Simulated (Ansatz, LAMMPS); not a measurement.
# Glassy 68SiO2-15Al2O3-10K2O-8MnO (mol %) (129 atoms) under strain: runs compared

How stiff is glassy 68SiO2-15Al2O3-10K2O-8MnO (mol %) (129 atoms), and how do its levels respond to strain?

Computed with Ansatz 0.2.0: Kohn-Sham DFT, RPBE, PAW (set soft_2), plane waves.

**1. The cell**

The cell holds 129 atoms: 27 Si, 12 Al, 8 K, 3 Mn and 79 O. Its edges and angles: a = 12.043 Å, b = 12.043 Å, c = 12.043 Å, α = 90.0°, β = 90.0°, γ = 90.0°. 129 atoms (27 Si, 12 Al, 8 K, 3 Mn, 79 O) placed at random at 2.54 g/cm³, melted at 4000 K for 10 ps at fixed volume with the Morse and Coulomb pair potential with partial charges (Pedone, Malavasi, Menziani, Cormack and Segre, J. Phys. Chem. B 110, 11780 (2006)). Quenched from 4000 K to 300 K at 50 K/ps and fixed volume, held 10 ps at zero pressure.

Limits known from the start: The quench rate of 50 K/ps far exceeds what a furnace or splat quench reaches, so expect more defects and frozen-in strain than in a real sample. The starting topology of bonds comes from the classical model, and needn't be the one that DFT or experiment would give. Without a Hubbard term or exact exchange, open shells on Mn are likely too delocalised. Sampling is at Γ alone.

**2. The reference run**

The reference is a single point at the end of the relaxation.

Every strained cell starts from the geometry of this run, and its atoms are relaxed with the cell held.

Its input, with most atom lines left out:

```yaml
crystal:
  lattice:
    - [11.99475, -0.20904, 0.15827]
    - [-0.20904, 12.48183, 0.08553]
    - [0.15827, 0.08553, 12.53511]
  atoms:
    - { symbol: Si, position: [0.75861, 0.04785, 0.36413] }
    - { symbol: Si, position: [0.82323, 0.34985, 0.97614] }
    - { symbol: Si, position: [0.3334, 0.02911, 0.05479] }
    - { symbol: Si, position: [0.40932, 0.8332, 0.96787] }
    - { symbol: Si, position: [0.08585, 0.05874, 0.65344] }
    - { symbol: Si, position: [0.99987, 0.72093, 0.52999] }
    - { symbol: Si, position: [0.32773, 0.92204, 0.28021] }
    [... atom lines 8 to 129 left out ...]
magnetization:
  spin_polarized: true
kpoints:
  mp_grid: { grid: [1, 1, 1] }
hamiltonian:
  xc: rpbe
scf:
  occupations: { method: gaussian, width: 0.05 }
  lower_state_search: "off"
output:
  forces: true
  stress: true
  populations: intrinsic
  dos:
    method: { smearing: { sigma: 0.15 } }
    de: 0.1
    projected: { site_lists: { Al: [Al], K: [K], Mn: [Mn], O: [O], Si: [Si] } }
  eigenvalues: true
  write_density: true
  write_potential: true
  volumetric_format: npy
  elf: true
```

* free energy per atom: -720.1171 eV/atom
* r.m.s. force component: 0.00415 eV/Å
* pressure: 0.003164 GPa
* total moment: -15 μB

Filled and empty levels are parted by 1.74 eV (at Γ alone); a semilocal functional tends to put such gaps too low. In a disordered cell it changes from sample to sample, and tail or defect levels can set it.

**3. The runs**

Each row is one run, on 4 threads of Intel Xeon 6975P-C (Granite Rapids), shared host. The free energy is the program's total, comparable only between runs with the same functional and atoms.

```tsv
run	atoms	outcome	relaxation steps	free energy (eV)	time	host memory (GiB)
Single point at the start	129	converged	-	-92879.988	38 s	4.4
Cell and atoms relaxed	129	converged	28	-92895.104	11 min	4.8
Single point at the relaxed geometry	129	converged	-	-92895.104	48 s	4.9
Volume -3 %	129	converged	7	-92894.774	3.3 min	4.7
Volume +3 %	129	converged	14	-92894.822	6.6 min	5.0
Volume -6 %	129	converged	31	-92894.113	13 min	4.6
Volume +6 %	129	converged	32	-92894.204	15 min	5.2
Volume -10 %	129	converged	32	-92891.931	14 min	4.3
```

In some runs the program notes that the SCF threshold is loose for the stress.

**4. Pressure against volume**

Atoms are relaxed at each volume, in the scaled cell.

```tsv
volume change (%)	volume (Å³/atom)	energy change (meV/atom)	pressure (GPa)	largest move on relaxing (Å)	bonds	gap (eV)
-10	13.087	24.59	5.93	1.85	235	2.04
-6	13.668	7.68	3.61	1.50	235	2.07
-3	14.105	2.56	1.99	0.13	225	1.74
+0	14.541	0.00	0.00	-	223	1.74
+3	14.977	2.19	-1.68	1.01	224	1.85
+6	15.413	6.98	-3.01	1.84	219	2.09
```

**5. Findings**

The bulk modulus, from the slope of pressure against ln V over the three points nearest the relaxed volume, is 61.0 GPa; between neighbouring points the slope runs 53, 52, 65, 57 and 46 GPa from the smallest volume up, not steadily, so no pressure derivative is given. The count of bonds runs from 219 to 235 over the series, so at some points contacts cross the cutoffs. At -10 %, -6 %, +3 % and +6 % some atom moved by over 0.5 Å on relaxing, so those points may sit in another local minimum. The gap stays between 1.74 and 2.09 eV with no steady trend.

Caveats: Strains are finite and relaxations stop at the force tolerance of the input, which can leave moduli too stiff; they are those of a static cell at zero temperature. Volumes are changed with the cell's shape held, so in an anisotropic solid the modulus lies over the one under free hydrostatic load. The program notes that the SCF threshold of the relaxations is loose for the stress. In the spin-polarised runs the search for a state of lower energy was switched off. The run was spin polarised, started with 3 parallel moments, ending at -15.0 μB in the cell; that starting order needn't be the real material's, and it bears on forces, charges and levels. With open d shells in the cell, the gap can be one between d levels of these ions, not the gap of the host.

The DFT runs together took 65 min of wall time.

[Long decimals in the printed logs are rounded to 6 places.]

[Logs are printed without paths, hosts, clocks, repeated set-up lines and the standing remarks that a program may print on its own settings, such as how far it seeks lower states.]

[Hosts, paths, dates, database ids (printed as entryN), source tags and the programs' standing remarks are cut or masked in the printed files.]
